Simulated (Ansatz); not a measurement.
# Be3N2 (P6_3/mmc): how G0W0 depends on its starting point, part 2 of 2

One-shot GW is not self-consistent; how far does the start matter for Be3N2 (P6_3/mmc)?

Ansatz 0.2.0; G0W0 on several functionals, plane waves, PAW. Known limits of the many-body steps: not at the basis limit.

So far. Step 2 (G0W0 on LDA): The gap on the mesh goes from 3.26 eV to 4.68 eV, a correction of +1.42 eV. Between the two edge states, bare exchange in place of the xc potential would open the gap by 8.69 eV, and correlation takes back 7.27 eV.

In doubt: masses and optical values from hybrid runs of this build are listed as unsure (steps 3, 4), which bears on the screening that GW takes from such a start.

## (3) G0W0 on HSE06

One-shot GW remembers its start. Another functional's orbitals and levels show by how much.

This step: G0W0 on HSE06, plane waves, PAW; PAW set soft_1.

Contents of input.yaml:

```yaml
crystal:
  lattice:
    - [2.8416792263, 0.0, 0.0]
    - [-1.4208396132, 2.4609663994, 0.0]
    - [0.0, 0.0, 9.74684101]
  atoms:
    - { symbol: Be, position: [0.33333333, 0.66666667, 0.07848597] }
    - { symbol: Be, position: [0.66666667, 0.33333333, 0.57848597] }
    - { symbol: Be, position: [0.66666667, 0.33333333, 0.92151403] }
    - { symbol: Be, position: [0.33333333, 0.66666667, 0.42151403] }
    - { symbol: Be, position: [0.0, 0.0, 0.25] }
    - { symbol: Be, position: [0.0, 0.0, 0.75] }
    - { symbol: "N", position: [0.0, 0.0, 0.0] }
    - { symbol: "N", position: [0.0, 0.0, 0.5] }
    - { symbol: "N", position: [0.33333333, 0.66666667, 0.25] }
    - { symbol: "N", position: [0.66666667, 0.33333333, 0.75] }
kpoints:
  mp_grid: { grid: [6, 6, 2] }
hamiltonian:
  xc: hse06
  pseudopotentials: { kind: paw, azcp: { folder: soft_1 } }
scf:
  occupations: { method: fixed }
gw:
  n_empty_bands: 173
  ecut_chi: 108
  qp_bands: [v3, c3]
  qp_kpoints: band_edges
  screening: { model: contour_deformation }
```

Started as:

```sh
> ansatz run input.yaml --threads 3 --pin off --max-ram 92160MiB --backend cuda --events-out ev --progress --plain --runs-dir out --devices 1 --max-vram 13GiB
```

Numbers of over 12 decimals in the logs are rounded to 6 here.

Log:

```text
GPUs: using 1 of 1 available (devices: 1).
[...]
davidson cushion auto → on  (no smearing: the cushion is to keep the highest requested band from converging to the state above it; pin scf.eigensolver.cushion to override)
[...]
GPU FFT provider: cuFFT
GPU libraries: cuBLAS 13.8.2, cuFFT 12.4.0, cuSOLVER 12.3.4
Crystal: 10 atoms, lattice volume = 68.162 Å³
Basis set: ecut = 420 eV, 1329 PW (Γ)
Bands: 26, of which v1, the nominal top of the filled ones, is band 16 counted from 1 (15 counted from 0)
Symmetry: 24 space group operations
[...]
k-points: 14 of 72
[...]
GPU buffer pool allocated for 28800 grid points (all kernels)
[...]
SCF iter   1: F=—  HF=-2106.525195 eV  |F-HF|=—  |Δ(HF+E_count)|=         —  Δρ=1.24e-1  dr2=1.20e1  ethr=1.00e-1  ⟨swp⟩=5.7  Hψ=1438  notcnv=0
[...]
SCF iter   6: F=-2102.861626 eV  HF=-2102.861753 eV  |F-HF|=1.27e-4  |Δ(HF+E_count)|=   4.14e-4  Δρ=6.61e-4  dr2=1.91e-4  ethr=4.88e-6  ⟨swp⟩=3.7  Hψ=1063  notcnv=0
SCF 1 stopped early in 6 iterations: F = -2102.861626 eV  dr2 = 1.91e-4
[...]
GPU FFT provider: cuFFT
GPU libraries: cuBLAS 13.8.2, cuFFT 12.4.0, cuSOLVER 12.3.4
[...]
GPU buffer pool allocated for 28800 grid points (all kernels)
[...]
Frozen-core exchange: fock
[...]
Internal energy: -2103.767400 eV  (E = F + TS)
E sigma→0 (E₀):  -2103.767400 eV
Fermi energy:    7.041027 eV
[...]
--- Band table (eV; the first three rows and the last of 14) ---
  k-point 0: bands = [... 12 lower, 6.4581, 6.6794, 7.0410, 7.0410, 14.6884, 15.7616, 16.3548, 17.0871, ... 3 higher]
  k-point 1: bands = [... 12 lower, 6.8325, 6.8325, 6.8325, 6.8325, 15.4121, 15.4121, 16.6966, 16.6966, ... 3 higher]
  k-point 2: bands = [... 12 lower, 5.8270, 5.9137, 6.4731, 6.6529, 15.5291, 15.7157, 16.3344, 16.7912, ... 3 higher]
  k-point 13: bands = [... 12 lower, 3.8422, 3.8422, 5.2970, 5.2970, 14.4601, 14.4601, 15.3169, 15.3169, ... 3 higher]
  guard bands above this table: 3 of the run's 26 bands. The solve was not asked for them (output.publish_guard_bands: true or output.eigenvalues: true publishes all)
[...]
0    14      6.6794   -21.6534     2.8640   -18.7026  0.8212     6.5926     6.5927  root
     0    15      7.0410   -22.2267     2.9751   -19.1640  0.8234     6.9534     6.9535  root
     0    16      7.0410   -22.2267     2.9751   -19.1640  0.8234     6.9534     6.9535  root
     0    17     14.6884    -9.2614    -4.3893   -14.2718  0.8386    15.3116    15.3096  root
     0    18     15.7616    -8.9639    -4.6981   -14.3528  0.8334    16.4552    16.4524  root
     0    19     16.3548    -7.6428    -4.5855   -12.9025  0.8429    17.0315    17.0290  root
     1    14      6.8325   -22.1038     3.0056   -18.9927  0.8229     6.7270     6.7271  root
     1    15      6.8325   -22.1038     3.0056   -18.9927  0.8229     6.7270     6.7271  root
[...]
13    16      5.2970   -20.9689     3.0769   -17.6893  0.8167     5.0940     5.0943  root
    13    17     14.4601    -6.0298    -4.2100   -10.7289  0.8520    14.9504    14.9492  root
    13    18     14.4601    -6.0298    -4.2100   -10.7289  0.8520    14.9504    14.9492  root
    13    19     15.3169    -6.9955    -4.4410   -12.0860  0.8421    15.9688    15.9664  root
[key lines of the parts left out:]
Free energy (F): -2103.767400 eV
```

Wall time 26 s (1 × NVIDIA H100 80GB HBM3 (shared by 6 runs) with 3 threads of AMD EPYC 7R13 (Zen 3), shared host); peak memory 1.5 GiB.

This step gave:

```
bands summed                                 : 189
RPA ε∞ on this mesh (eigenvalues)            : 3.727, 3.727, 4.302
plane waves in the screening matrix          : 191
q-points in the mesh                         : 72
G0W0 gap on the mesh                         : 5.205 eV
k of the valence top                         : 0, 0, 0
k of the conduction bottom                   : 0, -0.5, 0
starting gap on the mesh                     : 4.626 eV
Z at the valence top                         : 0.8234
Z at the conduction bottom                   : 0.8569
least direct G0W0 gap on the computed points : 6.774 eV
```

Against the run with 6×6×2 mesh, 173 empty bands, screening to 108 eV, PAW set soft_1 files on LDA, the gap moves by +0.53 eV, while the start moved by +1.37 eV.

## (4) G0W0 on PBE0

This step: G0W0 on PBE0, plane waves, PAW; PAW set soft_1.

Changes to input.yaml since step 3:

```diff
@@ -19,3 +19,3 @@
 hamiltonian:
-  xc: hse06
+  xc: pbe0
   pseudopotentials: { kind: paw, azcp: { folder: soft_1 } }
```

Log:

```text
GPUs: using 1 of 1 available (devices: 1).
[...]
GPU FFT provider: cuFFT
GPU libraries: cuBLAS 13.8.2, cuFFT 12.4.0, cuSOLVER 12.3.4
Crystal: 10 atoms, lattice volume = 68.162 Å³
Basis set: ecut = 420 eV, 1329 PW (Γ)
Bands: 26, of which v1, the nominal top of the filled ones, is band 16 counted from 1 (15 counted from 0)
Symmetry: 24 space group operations
[...]
k-points: 14 of 72
[...]
1    14      6.4478   -22.1091     2.9079   -19.3888  0.8306     6.6352     6.6354  root
     1    15      6.4478   -22.1091     2.9079   -19.3888  0.8306     6.6352     6.6354  root
[...]
13    16      4.9049   -20.9865     2.9753   -18.0993  0.8251     4.9929     4.9930  root
    13    17     14.8338    -6.0215    -4.1126   -10.3489  0.8588    15.0487    15.0484  root
    13    18     14.8338    -6.0215    -4.1126   -10.3489  0.8588    15.0487    15.0484  root
    13    19     15.7024    -6.9794    -4.3358   -11.6898  0.8494    16.0777    16.0770  root
[key lines of the parts left out:]
Free energy (F): -2104.261031 eV
Fermi energy:    6.658349 eV
```

Run time: 34 s. Hardware: 1 × NVIDIA H100 80GB HBM3 (shared by 6 runs) with 3 threads; peak memory 1.5 GiB.

This step gave:

| Quantity | Value |
| --- | --- |
| bands summed | 189 |
| RPA ε∞ on this mesh (eigenvalues) | 3.562, 3.562, 4.064 |
| plane waves in the screening matrix | 191 |
| G0W0 gap on the mesh | 5.383 eV |
| k of the valence top | 0, 0, 0 |
| k of the conduction bottom | 0, -0.5, 0 |
| starting gap on the mesh | 5.366 eV |
| least direct G0W0 gap on the computed points | 6.962 eV |

Against the run with 6×6×2 mesh, 173 empty bands, screening to 108 eV, PAW set soft_1 files on HSE06, the gap moves by +0.18 eV, while the start moved by +0.74 eV.

## (5) The starts together

All on the 6×6×2 mesh with 173 empty bands and screening to 108 eV. Times are wall times on 1 × NVIDIA H100 80GB HBM3 (shared by 6 runs) with 3 threads of AMD EPYC 7R13 (Zen 3), shared host, good to a factor of about two.

```csv
start,starting gap (eV),shift (eV),G0W0 gap (eV),RPA ε∞ (harmonic mean),"Z (valence, conduction)",time
LDA,3.26,+1.42,4.68,4.63,"0.80, 0.84",7.7 s
HSE06,4.63,+0.58,5.20,3.90,"0.82, 0.86",26 s
PBE0,5.37,+0.02,5.38,3.72,"0.83, 0.86",34 s
```

The parts of the quasiparticle energy at the two band edges (eV; QP = start + Σx + Σc − Vxc):

```csv
run,edge,start,Σx,Σc,Vxc,Z,QP
LDA,valence top,7.68,-22.22,3.21,-18.50,0.80,7.17
LDA,conduction bottom,10.94,-6.91,-4.06,-11.88,0.84,11.85
HSE06,valence top,7.04,-22.23,2.98,-19.16,0.82,6.95
HSE06,conduction bottom,11.67,-6.61,-3.87,-10.97,0.86,12.16
PBE0,valence top,6.66,-22.23,2.88,-19.56,0.83,6.86
PBE0,conduction bottom,12.02,-6.60,-3.78,-10.61,0.86,12.25
```

For a hybrid start, Vxc holds its share of exact exchange.

## (6) What came out

```
G0W0@LDA     : 4.68 eV (start 3.26 eV)
G0W0@HSE06   : 5.20 eV (start 4.63 eV)
G0W0@PBE0    : 5.38 eV (start 5.37 eV)
known limits : not at the basis limit
```

The starting gaps span 2.10 eV and the G0W0 gaps 0.71 eV. Between LDA and PBE0, 0.71 eV of the 2.10 eV survives, 34 %. PBE0 screens less than LDA (ε∞ 3.72 against 4.63). Of the 0.71 eV by which its G0W0 gap is higher, the correlation part gives +0.61 eV, and exchange with the one-particle terms, which follow the orbitals, +0.10 eV. The smallest correction, +0.02 eV, is on PBE0, the start nearest to reproducing itself. Bands and cutoff are finite, so the gap is not at the basis limit. The miss can reach some tenths of an eV and take either sign; the mesh is an error of its own.

[Paths, hosts, dates, memory and timing lines, banners, echoed tables and standing remarks are left out of the program output.]

[Logs are printed without paths, hosts, clocks, repeated set-up lines and the standing remarks that a program may print on its own settings, such as how far it seeks lower states.]

[Runs of the session that timed out or met a known fault of the program may be left out.]

[Cells called generated may have been cut or substituted from an entry of the Crystallography Open Database or the Materials Project.]

[Hosts, paths, dates, database ids (printed as entryN), source tags and the programs' standing remarks are cut or masked in the printed files.]
